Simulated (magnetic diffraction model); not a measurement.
## Sc2Ta6Co: what an assumed order does to the neutron pattern

Space group P-62m (no. 189), a = 7.7840 Å, c = 3.1930 Å.

```csv
site,atom,x,y,z
3f,Ta,0.4033,0,0
3g,Ta,0.7349,0,1/2
1a,Co,0,0,0
2d,Sc,2/3,1/3,1/2
```

The compound is invented for this exercise: a known structure type with other elements, its cell scaled to their sizes and not relaxed.

Only Co is taken to order (form factors of Co2+); orders and moment sizes are assumed, and not adapted to the symmetry. Radiation: neutrons of λ = 2.567 Å, 3° to 85°; isotropic B of 0.21 Å² (Ta), 0.32 Å² (Co) and 0.38 Å² (Sc). Simulated constant-wavelength pattern: nuclear and magnetic terms add, the magnetic one as |2.695 fm × Σ f S⊥ exp(2πi Q·r) exp(−B s²)|², summed over all Q at one angle with the factor 1/(sin²θ cos θ). For collinear order S is the moment m, which repeats by lattice and centring translations R with the sign exp(−2πi k·R). Free-ion form factors, Sears's scattering lengths of 1992, no absorption; a label names one of the reflections at its angle. The strongest nuclear line in the range is 100, and lines under 0.2 are left out.

Assume the order k = (0 0 0), collinear moments along [001], 1.52 μB on Co.

Q: Where does magnetic intensity appear, and how strong is it?

```
2θ (°)    index  nuclear  magnetic
 21.95  (1 0 0)     17.7       3.6
 38.51  (1 1 0)      8.2       1.0
 44.77  (2 0 0)      1.4       0.7
 47.40  (0 0 1)      9.2       0.0
 52.82  (1 0 1)      2.1       0.2
 60.50  (2 1 0)     56.4       0.7
 62.66  (1 1 1)    100.0       0.2
 67.24  (2 0 1)     71.2       0.2
 69.67  (3 0 0)     71.5       0.2
 80.25  (2 1 1)     36.9       0.4
 82.53  (2 2 0)      9.6       0.1
```

The strongest magnetic line in the range is (1 0 0) at 21.95° (3.6). On top of the Lorentz factor, which all lines share, magnetic lines fade with angle because f falls: for Co2+ it is 0.91, 0.71, 0.49 and 0.18 at sin θ/λ = 0.1, 0.2, 0.3 and 0.5 Å⁻¹, while nuclear lengths stay constant. The net moment is 1.52 μB a primitive cell.

[Logs are printed without paths, hosts, clocks, repeated set-up lines and the standing remarks that a program may print on its own settings, such as how far it seeks lower states.]
